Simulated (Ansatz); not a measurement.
**Mg3SiO (built on the sites of a database entry of Ca3SnO): phonons and vibrational spectra**

Aim: the vibrations of Mg3SiO (built on the sites of a database entry of Ca3SnO), their spectra, and whether the structure is stable.

Main program and level: Ansatz 0.2.0; DFT PBE, scalar-relativistic, plane waves, norm-conserving pseudopotentials.

The structure was built from a prototype and need not be the compound's stable phase.

## Step 1: The starting structure

The structure is cubic, space group Pm-3m (No. 221). The conventional cell has a = 4.062 Å, b = 4.062 Å, c = 4.062 Å, α = 90.00°, β = 90.00°, γ = 90.00°. Nearest to Mg lie 2 O at 2.03 Å and 8 Mg at 2.87 Å and 4 Si at 2.87 Å. Nearest to Si lie 12 Mg at 2.87 Å. Nearest to O lie 6 Mg at 2.03 Å. Farther neighbours and most contacts between anions are not listed.

## Step 2: Coarse relaxation

A rough relaxation comes first, because large forces or stress need no tight tolerances yet.

input.yaml reads:

```yaml
crystal:
  lattice:
    - [4.06196, 0.0, 0.0]
    - [0.0, 4.06196, 0.0]
    - [0.0, 0.0, 4.06196]
  atoms:
    - { symbol: Mg, position: [0.0, 0.5, 0.5] }
    - { symbol: Mg, position: [0.5, 0.0, 0.5] }
    - { symbol: Mg, position: [0.5, 0.5, 0.0] }
    - { symbol: Si, position: [0.0, 0.0, 0.0] }
    - { symbol: O, position: [0.5, 0.5, 0.5] }
kpoints:
  mp_grid: { grid: [6, 6, 6] }
hamiltonian:
  xc: pbe
  pseudopotentials: { kind: nc }
scf:
  occupations: { method: gaussian, width: 0.1 }
output:
  forces: true
  stress: true
  eigenvalues: true
relax:
  adjacent_minimum: "off"
  f_tol: 0.05
  max_steps: 80
  cell: { stress_tol: 0.5 }
```

Started as:

```console
$ ansatz run input.yaml --threads 8 --pin off --max-ram 14336MiB --backend cpu --events-out ev --progress --plain --runs-dir out
```

Numbers of over 12 decimals in the logs are rounded to 6 here.

The program printed:

```text
The last accepted step is kept in <dir> (removed where the run ends without a failure and the disk answers)
Engine: ansatz 0.2.0, x86_64-unknown-linux-gnu
Pseudopotentials: kind: nc
Pseudopotential: Mg, nc, valence charge 10, recommended cutoff 1142.878222 eV (normal), Mg.nc.azcp
Pseudopotential: Si, nc, valence charge 4, recommended cutoff 489.804952 eV (normal), Si.nc.azcp
[...]
F+E_penalty+E_count = -5430.61179740 eV   max|allowed force component| = 5.291e-29 eV/Å   (the final SCF, on the basis selected at the relaxed cell)
  cell:  # Å, volume = 75.1112 Å³
    - [4.219246, 0, 0]
    - [0, 4.219246, 0.0]
    - [0, 0.0, 4.219246]
  atoms:
    - { symbol: Mg, position: [0, 0.5, 0.5] }
    - { symbol: Mg, position: [0.5, 0, 0.5] }
    - { symbol: Mg, position: [0.5, 0.5, 0] }
    - { symbol: Si, position: [0, 0, 0] }
    - { symbol: O, position: [0.5, 0.5, 0.5] }
[key lines of the parts left out:]
SCF converged after 4 iterations
Free energy (F): -5430.611797 eV
Fermi energy:    8.529660 eV
P = ⅓ Tr σ = 0.1701 GPa (1.701 kbar)
```

Elapsed: 3.5 s, on 8 threads of AMD EPYC 9R14 (Zen 4), shared host; peak memory 0.78 GiB; 24 s of CPU time.

Relaxation path:

```csv
step,energy less that of the first step (eV),largest force component (eV/Å),pressure (GPa),volume (Å³)
1,0.0000,0.0000,11.88,67.02
2,-0.2276,0.0000,4.31,71.66
3,-0.2711,0.0000,0.61,74.60
4,-0.2721,0.0000,0.04,75.11
5*,-0.2760,0.0000,0.17,75.11
```

Relaxation steps marked * repeat the geometry before them on a plane-wave basis chosen anew for their cell, so energy and pressure can jump there.

The run keeps the 48 symmetry operations that it works with, so distortions that break them were not tested.

| conventional cell, symmetrised | before | after | change |
| --- | --- | --- | --- |
| a (Å) | 4.062 | 4.219 | +3.9 % |
| b (Å) | 4.062 | 4.219 | +3.9 % |
| c (Å) | 4.062 | 4.219 | +3.9 % |
| volume (Å³/atom) | 13.40 | 15.02 | +12.1 % |

This step gave:

- pressure: 0.1701 GPa
- volume per atom: 15.02 Å³
- gap on the k-mesh: 0.1037 eV
- direct gap on mesh: 0.5856 eV

In this step the volume went from 13.40 to 15.02 Å³/atom.

## Step 3: Bringing the structure to rest, smearing width 0.01 eV

Harmonic phonons are second derivatives at a point where the forces vanish, and they are wanted at zero stress, so atoms and cell are relaxed first.

input.yaml reads:

```yaml
crystal:
  lattice:
    - [4.2192460247, 0.0, 0.0]
    - [0.0, 4.2192460247, 0.0]
    - [0.0, 0.0, 4.2192460247]
  atoms:
    - { symbol: Mg, position: [0.0, 0.5, 0.5] }
    - { symbol: Mg, position: [0.5, 0.0, 0.5] }
    - { symbol: Mg, position: [0.5, 0.5, 0.0] }
    - { symbol: Si, position: [0.0, 0.0, 0.0] }
    - { symbol: O, position: [0.5, 0.5, 0.5] }
kpoints:
  mp_grid: { grid: [8, 8, 8] }
hamiltonian:
  xc: pbe
  pseudopotentials: { kind: nc }
scf:
  occupations: { method: gaussian, width: 0.01 }
output:
  forces: true
  stress: true
  eigenvalues: true
  write_density: true
  write_potential: true
  elf: true
  volumetric_format: npy
relax:
  adjacent_minimum: "off"
  f_tol: 0.005
  max_steps: 80
  cell: { stress_tol: 0.05 }
```

The program printed:

```text
[...]
Crystal: 5 atoms, lattice volume = 75.111 Å³
Basis set: ecut = 1240 eV, 7441 PW (Γ), exchange–correlation on 100×100×100 points (8 copies of the dense FFT grid, shifted against one another)
Bands: 25, of which v1, the nominal top of the filled ones, is band 20 counted from 1 (19 counted from 0)
Symmetry: 48 space group operations
[...]
k-points: 35 of 512
[...]
SCF iter   1: F=—  HF=-5432.411064 eV  |F-HF|=—  |Δ(HF+E_count)|=         —  Δρ=9.40e-2  dr2=7.87e0  ethr=3.10e-3  ⟨swp⟩=6.7  Hψ=4265  notcnv=0
[...]
SCF iter   8: F=-5430.627584 eV  HF=-5430.627584 eV  |F-HF|=1.64e-8  |Δ(HF+E_count)|=   4.91e-8  Δρ=5.76e-6  dr2=3.52e-8  ethr=2.50e-10  ⟨swp⟩=17.1  Hψ=6921  notcnv=0
SCF 1 converged in 8 iterations: F = -5430.627584 eV  dr2 = 3.52e-8
relax step   1: F+E_penalty+E_count = -5430.62758355 eV  Δ(F+E_penalty+E_count) = +0.000e0 eV  max|allowed force component| = 1.787e-28 eV/Å  Δτ_max = 0.0000 Å  P = +0.139 GPa  Ω = 75.111 Å³  (8 SCF iters, dr2 threshold 1.00e-7 eV, accepted)
Crystal: 5 atoms, lattice volume = 75.198 Å³
[...]
SCF iter   3: F=-5430.627618 eV  HF=-5430.627618 eV  |F-HF|=1.75e-8  |Δ(HF+E_count)|=   2.03e-7  Δρ=9.88e-6  dr2=3.96e-8  ethr=1.21e-10  ⟨swp⟩=7.3  Hψ=5761  notcnv=0
SCF 2 converged in 3 iterations: F = -5430.627618 eV  dr2 = 3.96e-8
relax step   2: F+E_penalty+E_count = -5430.62761827 eV  Δ(F+E_penalty+E_count) = -3.472e-5 eV  max|allowed force component| = 1.193e-28 eV/Å  Δτ_max = 0.0000 Å  P = +0.045 GPa  Ω = 75.198 Å³  energy of the carried Pulay correction = -1.517e-5 eV  (3 SCF iters, dr2 threshold 4.86e-8 eV, accepted)
[...]
SCF iter   6: F=-5430.627632 eV  HF=-5430.627632 eV  |F-HF|=9.09e-13  |Δ(HF+E_count)|=  2.91e-11  Δρ=9.73e-8  dr2=7.99e-13  ethr=1.00e-12  ⟨swp⟩=6.0  Hψ=4066  notcnv=0
SCF 3 converged in 6 iterations: F = -5430.627632 eV  dr2 = 7.99e-13
relax step   3: F+E_penalty+E_count = -5430.62763240 eV  Δ(F+E_penalty+E_count) = -1.413e-5 eV  max|allowed force component| = 1.982e-28 eV/Å  Δτ_max = 0.0000 Å  P = +0.045 GPa  Ω = 75.198 Å³  stress off target by 4.55e-2 GPa  SCF on the basis re-selected at this cell (its energy is not comparable with the rows above)  (6 SCF iters)
[...]
SCF converged after 6 iterations
Free energy (F): -5430.627632 eV
[...]
Internal energy: -5430.627500 eV  (E = F + TS)
E sigma→0 (E₀):  -5430.627566 eV
Entropy (-TS):   -0.000132 eV (-0.026 meV/atom)
Fermi energy:    8.559081 eV
[...]
--- Stress (GPa, compression-positive) ---
        0.045491       0.000000      -0.000000
        0.000000       0.045491      -0.000000
       -0.000000      -0.000000       0.045491
  P = ⅓ Tr σ = 0.0455 GPa (0.455 kbar)
--- Band table (eV; the first three rows and the last of 35) ---
  k-point 0: bands = [... 16 lower, 2.3735, 8.0677, 8.0677, 8.0677, 9.1468, 9.1468, 10.2072, 14.2656, ... 1 higher]
  k-point 1: bands = [... 16 lower, 2.3938, 6.9844, 8.0430, 8.0430, 9.2586, 9.7806, 11.0741, 13.7486, ... 1 higher]
  k-point 2: bands = [... 16 lower, 2.4724, 5.6253, 7.9769, 7.9769, 9.5743, 10.4201, 12.9743, 13.0431, ... 1 higher]
  k-point 34: bands = [... 16 lower, 2.0938, 5.1258, 5.1258, 5.1258, 10.2231, 10.2231, 10.2231, 13.0285, ... 1 higher]
--- Relaxed structure (2 steps of the walk, 2 accepted, 1 SCFs on fresh bases) ---
[...]
cell:  # Å, volume = 75.1977 Å³
    - [4.220866, 0, 0]
    - [0, 4.220866, 0.0]
    - [0, 0.0, 4.220866]
  atoms:
    - { symbol: Mg, position: [0, 0.500000, 0.500000] }
    - { symbol: Mg, position: [0.500000, 0, 0.500000] }
    - { symbol: Mg, position: [0.500000, 0.500000, 0] }
    - { symbol: Si, position: [0, 0, 0] }
    - { symbol: O, position: [0.500000, 0.500000, 0.500000] }
```

The job ended after 3.8 s (8 threads; peak memory 0.87 GiB; 27 s of CPU time).

Little changed from the start: no atom moved by 0.005 Å and no cell edge by 0.1 %.

Numbers from this step:

```yaml
pressure: 0.04549 GPa
volume_per_atom: 15.04 Å³
gap_on_the_k_mesh: 0 eV
```

ELF in the ac plane at fractional y = 0.500, with atoms of Mg and O within 0.2 Å of it. It is the smooth field of the valence electrons, not physical close to the nuclei.

Values, 14 rows by 14 columns, each cell a mean:
```
0.28 0.28 0.26 0.12 0.05 0.51 0.82 0.75 0.79 0.26 0.05 0.18 0.27 0.28
0.28 0.27 0.25 0.14 0.04 0.16 0.47 0.58 0.38 0.07 0.07 0.19 0.26 0.27
0.18 0.18 0.18 0.14 0.10 0.08 0.07 0.08 0.07 0.08 0.11 0.16 0.19 0.18
0.06 0.06 0.08 0.14 0.24 0.41 0.49 0.52 0.47 0.35 0.20 0.11 0.07 0.05
0.36 0.19 0.04 0.15 0.46 0.71 0.80 0.82 0.78 0.64 0.35 0.08 0.07 0.26
0.81 0.71 0.16 0.18 0.63 0.81 0.76 0.66 0.80 0.78 0.47 0.07 0.38 0.79
0.40 0.81 0.30 0.18 0.69 0.81 0.50 0.18 0.66 0.82 0.52 0.08 0.58 0.75
0.75 0.79 0.22 0.18 0.66 0.82 0.68 0.50 0.76 0.80 0.49 0.07 0.47 0.82
0.63 0.40 0.06 0.16 0.54 0.77 0.82 0.81 0.81 0.71 0.41 0.08 0.16 0.51
0.07 0.04 0.05 0.14 0.31 0.54 0.66 0.69 0.63 0.46 0.24 0.10 0.04 0.05
0.11 0.13 0.15 0.14 0.14 0.16 0.18 0.18 0.18 0.15 0.14 0.14 0.14 0.12
0.26 0.26 0.23 0.15 0.05 0.06 0.22 0.30 0.16 0.04 0.08 0.18 0.25 0.26
0.28 0.28 0.26 0.13 0.04 0.40 0.79 0.81 0.71 0.19 0.06 0.18 0.27 0.28
0.27 0.28 0.26 0.11 0.07 0.63 0.75 0.40 0.81 0.36 0.06 0.18 0.28 0.28
```
Columns run along a (4.2 Å), rows up along c (4.2 Å). Atoms in or near the plane, at fractional coordinates: Mg at (0.00, 0.50), Mg at (0.50, 0.00), O at (0.50, 0.50).

Valence density in the ac plane at fractional y = 0.500, with atoms of Mg and O within 0.2 Å of it. It is the smooth field of the valence electrons, not physical close to the nuclei.

Values in e/Å³, 14 rows by 14 columns, each cell a mean:
```
 0  0  0  0  0  2 12 18  8  1  0  0  0  0
 0  0  0  0  0  1  2  4  2  0  0  0  0  0
 0  0  0  0  0  0  0  0  0  0  0  0  0  0
 0  0  0  0  0  0  0  0  0  0  0  0  0  0
 1  0  0  0  0  1  1  1  1  0  0  0  0  1
13  6  1  0  1  2  4  5  3  1  0  0  2  8
20 13  1  0  1  3  6  5  5  1  0  0  4 18
18  8  1  0  1  2  5  6  4  1  0  0  2 12
 4  2  0  0  0  1  2  3  2  1  0  0  1  2
 0  0  0  0  0  0  1  1  1  0  0  0  0  0
 0  0  0  0  0  0  0  0  0  0  0  0  0  0
 0  0  0  0  0  0  1  1  1  0  0  0  0  0
 0  0  0  0  0  2  8 13  6  0  0  0  0  0
 0  0  0  0  0  4 18 20 13  1  0  0  0  0
```
Columns run along a (4.2 Å), rows up along c (4.2 Å). Atoms in or near the plane, at fractional coordinates: Mg at (0.00, 0.50), Mg at (0.50, 0.00), O at (0.50, 0.50).

Electrostatic potential energy in the ac plane at fractional y = 0.500, with atoms of Mg and O within 0.2 Å of it. With pseudopotentials it is smooth inside the atoms' cores, unlike the true potential.

Ten even steps from '0' (-76 eV) to '9' (11 eV), each cell a mean:
```
99998510278999
99999754689999
99999988899999
89999999999998
67899988999987
13799853699862
01689710389840
02789731589851
46899977899975
88999999999998
99999988999999
99999876789999
99998621379999
99998400168999
```
Columns run along a (4.2 Å; values clipped at the 3rd and 97th percentile), rows up along c (4.2 Å). Atoms in or near the plane, at fractional coordinates: Mg at (0.00, 0.50), Mg at (0.50, 0.00), O at (0.50, 0.50).

In this step the volume went from 15.02 to 15.04 Å³/atom.

## Step 4: Relaxation, smearing width 0.1 eV

The relaxation is repeated from its end, on the mesh and smearing that suit the cell and gap now reached.

Edit input.yaml of step 3 so:

```diff
@@ -2,5 +2,5 @@
   lattice:
-    - [4.2192460247, 0.0, 0.0]
-    - [0.0, 4.2192460247, 0.0]
-    - [0.0, 0.0, 4.2192460247]
+    - [4.2208663867, 0.0, 0.0]
+    - [0.0, 4.2208663867, 0.0]
+    - [0.0, 0.0, 4.2208663867]
   atoms:
@@ -17,3 +17,3 @@
 scf:
-  occupations: { method: gaussian, width: 0.01 }
+  occupations: { method: gaussian, width: 0.1 }
 output:
```

The program printed:

```text
[...]
Crystal: 5 atoms, lattice volume = 75.198 Å³
Basis set: ecut = 1240 eV, 7441 PW (Γ), exchange–correlation on 100×100×100 points (8 copies of the dense FFT grid, shifted against one another)
Bands: 25, of which v1, the nominal top of the filled ones, is band 20 counted from 1 (19 counted from 0)
Symmetry: 48 space group operations
[...]
k-points: 35 of 512
[...]
--- Relaxed structure (2 steps of the walk, 2 accepted, 1 SCFs on fresh bases) ---
[...]
cell:  # Å, volume = 75.2322 Å³
    - [4.221511, 0, 0]
    - [0, 4.221511, 0.0]
    - [0, 0.0, 4.221511]
  atoms:
    - { symbol: Mg, position: [0, 0.500000, 0.500000] }
    - { symbol: Mg, position: [0.500000, 0, 0.500000] }
    - { symbol: Mg, position: [0.500000, 0.500000, 0] }
    - { symbol: Si, position: [0, 0, 0] }
    - { symbol: O, position: [0.500000, 0.500000, 0.500000] }
[key lines of the parts left out:]
SCF converged after 5 iterations
Free energy (F): -5430.628948 eV
Fermi energy:    8.552020 eV
P = ⅓ Tr σ = 0.0180 GPa (0.180 kbar)
```

Wall time 3.8 s (8 threads); peak memory 0.88 GiB.

Little changed from the start: no atom moved by 0.005 Å and no cell edge by 0.1 %.

This step gave:

```yaml
pressure: 0.01803 GPa
volume_per_atom: 15.05 Å³
```

In this step the volume went from 15.04 to 15.05 Å³/atom.

## Step 5: Tight relaxation

Phonons need a cell at rest on their own settings, so the relaxation is repeated with tight tolerances on forces and stress, using the mesh and the filling of the phonon run that follows.

input.yaml reads:

```yaml
crystal:
  lattice:
    - [4.2215107368, 0.0, 0.0]
    - [0.0, 4.2215107368, 0.0]
    - [0.0, 0.0, 4.2215107368]
  atoms:
    - { symbol: Mg, position: [0.0, 0.5, 0.5] }
    - { symbol: Mg, position: [0.5, 0.0, 0.5] }
    - { symbol: Mg, position: [0.5, 0.5, 0.0] }
    - { symbol: Si, position: [0.0, 0.0, 0.0] }
    - { symbol: O, position: [0.5, 0.5, 0.5] }
kpoints:
  mp_grid: { grid: [8, 8, 8] }
hamiltonian:
  xc: pbe
  pseudopotentials: { kind: nc }
scf:
  occupations: { method: methfessel_paxton, width: 0.2 }
output:
  forces: true
  stress: true
  eigenvalues: true
relax:
  adjacent_minimum: "off"
  f_tol: 0.001
  max_steps: 60
  cell: { stress_tol: 0.01 }
```

The program printed:

```text
[...]
Crystal: 5 atoms, lattice volume = 75.232 Å³
Basis set: ecut = 1240 eV, 7441 PW (Γ), exchange–correlation on 100×100×100 points (8 copies of the dense FFT grid, shifted against one another)
Bands: 25, of which v1, the nominal top of the filled ones, is band 20 counted from 1 (19 counted from 0)
Symmetry: 48 space group operations
[...]
k-points: 35 of 512
[...]
--- Relaxed structure (2 steps of the walk, 2 accepted, 1 SCFs on fresh bases) ---
[...]
cell:  # Å, volume = 75.2403 Å³
    - [4.221662, 0, 0]
    - [0, 4.221662, 0.0]
    - [0, 0.0, 4.221662]
  atoms:
    - { symbol: Mg, position: [0, 0.5, 0.5] }
    - { symbol: Mg, position: [0.5, 0, 0.5] }
    - { symbol: Mg, position: [0.5, 0.5, 0] }
    - { symbol: Si, position: [0, 0, 0] }
    - { symbol: O, position: [0.5, 0.5, 0.5] }
[key lines of the parts left out:]
SCF converged after 6 iterations
Free energy (F): -5430.627794 eV
Fermi energy:    8.552317 eV
P = ⅓ Tr σ = 0.0042 GPa (0.042 kbar)
```

Run time: 3.6 s. Hardware: 8 threads; peak memory 0.88 GiB; 26 s of CPU time.

Little changed from the start: no atom moved by 0.005 Å and no cell edge by 0.1 %.

This step gave:

```
pressure : 0.004163 GPa
```

The forces vanish by symmetry and the pressure is 0.004 GPa, within the tolerances set. The cell now holds 15.05 Å³/atom.

## Step 6: Linear response at the zone centre

The zone centre comes first: it holds the modes that light can see, as far as symmetry allows. No field response is asked, since the mesh shows no gap.

input.yaml, the sections that differ from step 5:

```yaml
crystal:
  lattice:
    - [4.2216622333, 0.0, 0.0]
    - [0.0, 4.2216622333, 0.0]
    - [0.0, 0.0, 4.2216622333]
  atoms:
    - { symbol: Mg, position: [0.0, 0.5, 0.5] }
    - { symbol: Mg, position: [0.5, 0.0, 0.5] }
    - { symbol: Mg, position: [0.5, 0.5, 0.0] }
    - { symbol: Si, position: [0.0, 0.0, 0.0] }
    - { symbol: O, position: [0.5, 0.5, 0.5] }
output:
  eigenvalues: true
phonons:
  method: dfpt
# kpoints, hamiltonian, scf: as in step 5
# relax: removed
```

The program printed:

```text
zone centre: on kpoints.mp_grid the ground state, and the responses unless they are solved on pairs of k-points, stand on 125 of the mesh's 512 k-points, reduced under 8 symmetry operations, with k and −k counted as one. Each operation leaves every solved displacement unchanged or reverses it
[...]
Crystal: 5 atoms, lattice volume = 75.240 Å³
Basis set: ecut = 1240 eV, 7441 PW (Γ), exchange–correlation on 100×100×100 points (8 copies of the dense FFT grid, shifted against one another)
Bands: 25, of which v1, the nominal top of the filled ones, is band 20 counted from 1 (19 counted from 0)
Symmetry: 48 space group operations
k-points: 125 of 512 (irreducible under 8 space group operations)
[...]
SCF iter   1: F=—  HF=-5432.413702 eV  |F-HF|=—  |Δ(HF+E_count)|=         —  Δρ=9.41e-2  dr2=7.91e0  ethr=3.10e-3  ⟨swp⟩=6.1  Hψ=14723  notcnv=0
[...]
SCF iter  11: F=-5430.627794 eV  HF=-5430.627794 eV  |F-HF|=1.82e-12  |Δ(HF+E_count)|=  2.73e-11  S|Δr|=    0.00e0  Δρ=8.90e-8  dr2=2.05e-12  ethr=1.00e-12  ⟨swp⟩=11.5  Hψ=18645  notcnv=0
SCF 1 converged in 11 iterations: F = -5430.627794 eV  dr2 = 2.05e-12
DFPT response loops at Γ: preconditioner auto → Kerker (q_TF=auto, 2.456 Å⁻¹) (partly filled bands, converged f_vac=0.000); β = 1.00, the filter's whole step (`scf.mixing.beta` (0.50) is not read by the response loops under this deck's `scf.mixing.preconditioner`; to damp them name `kerker` or `kerker_dos`, under which they read `scf.mixing.beta`, and type it under 1.00, their step now; both keys bind the ground state too); Broyden in place of MSR1
SCF converged after 11 iterations
[...]
Free energy (F): -5430.627794 eV
[...]
Internal energy: -5430.628513 eV  (E = F + TS)
E sigma→0 (E₀):  -5430.627974 eV
Entropy (-TS):   0.000719 eV (0.144 meV/atom)
Fermi energy:    8.552317 eV
Step filling:    the computed levels leave a gap of 0.0000 eV = 0.0 smearing widths at the electron count; against every level under it full and every level over it empty, smearing changes F+E_penalty+E_count by -0.285 meV and its σ→0 estimate by -0.465 meV
[...]
--- Band table (eV; the first three rows and the last of 125) ---
  k-point 0: bands = [... 16 lower, 2.3703, 8.0611, 8.0611, 8.0611, 9.1406, 9.1406, 10.1959, 14.2590, ... 1 higher]
  k-point 1: bands = [... 16 lower, 2.3907, 6.9780, 8.0365, 8.0365, 9.2523, 9.7728, 11.0640, 13.7415, ... 1 higher]
  k-point 2: bands = [... 16 lower, 2.4688, 5.6194, 7.9704, 7.9704, 9.5681, 10.4112, 12.9645, 13.0358, ... 1 higher]
  k-point 124: bands = [... 16 lower, 2.0872, 5.1209, 5.1209, 5.1209, 10.2159, 10.2159, 10.2159, 13.0193, ... 1 higher]
--- Phonons (Γ-DFPT): 4 representative perturbations + reference, on 125 of 512 k-points (Σ response iterations 15) ---
  k mesh reduced under 8 symmetry operations, with k and −k counted as one. Each operation leaves every solved displacement unchanged or reverses it
  ASR residual: 1.658e-2 → 0.000e0 eV/Å²; symmetrization residual: 4.149e-5 eV/Å²
  ASR residual per site (eV/Å²): 1.66e-2 1.66e-2 1.66e-2 8.68e-5 1.02e-4
  Γ frequencies (cm⁻¹): 0.00 0.00 0.00 162.01 162.01 162.01 189.75 189.75 189.75 297.48 297.48 297.48 421.78 421.78 421.78
  non-analytic LO–TO correction: not included (Born effective charges unavailable; polar crystals: no LO–TO splitting at Γ)
```

Wall time 32 s (8 threads); peak memory 2.9 GiB; 3.9 min of CPU time.

This step gave:

* sum-rule residual before enforcement: 0.01658 eV/Å²
* point group: m-3m
* highest optical mode at the zone centre (no LO-TO term): 421.8 cm⁻¹
* lowest optical zone-centre mode: 162.0 cm⁻¹

Patterns of degenerate modes are one choice out of their space. The modes at Γ (shares of kinetic energy by element, %):

| mode | frequency (cm⁻¹) | symmetry | Mg % | Si % | O % |
| --- | --- | --- | --- | --- | --- |
| 1 | 0.0 | acoustic | 62 | 24 | 14 |
| 2 | 0.0 | acoustic | 62 | 24 | 14 |
| 3 | 0.0 | acoustic | 62 | 24 | 14 |
| 4 | 162.0 | T2u | 100 | 0 | 0 |
| 5 | 162.0 | T2u | 100 | 0 | 0 |
| 6 | 162.0 | T2u | 100 | 0 | 0 |
| 7 | 189.8 | T1u | 38 | 59 | 2 |
| 8 | 189.8 | T1u | 38 | 59 | 2 |
| 9 | 189.8 | T1u | 38 | 59 | 2 |
| 10 | 297.5 | T1u | 54 | 15 | 31 |
| 11 | 297.5 | T1u | 54 | 15 | 31 |
| 12 | 297.5 | T1u | 54 | 15 | 31 |
| 13 | 421.8 | T1u | 46 | 1 | 53 |
| 14 | 421.8 | T1u | 46 | 1 | 53 |
| 15 | 421.8 | T1u | 46 | 1 | 53 |

Displacements in mode 6 (162.0 cm⁻¹), the largest set to 1:
```
Mg1  0.00 -0.26  1.00
Mg2  0.56  0.00 -1.00
Mg3 -0.56  0.26  0.00
Si4  0.00  0.00  0.00
O5   0.00  0.00  0.00
```

Displacements in mode 13 (421.8 cm⁻¹), the largest set to 1:
```
Mg1 -0.74  0.00  0.00
Mg2  0.11  0.00  0.00
Mg3  0.11  0.00  0.00
Si4 -0.12  0.00  0.00
O5   1.00  0.00  0.00
```

Before it was imposed, the acoustic sum rule was missed by 0.017 eV/Å². Small misses are needed for a sound result but don't prove that mesh and cutoff are converged. The lowest optical mode is real, 162 cm⁻¹.

(Continued in part 2 of 2.)

[Logs are printed without paths, hosts, clocks, repeated set-up lines and the standing remarks that a program may print on its own settings, such as how far it seeks lower states.]

[Hosts, paths, dates, database ids (printed as entryN), source tags and the programs' standing remarks are cut or masked in the printed files.]
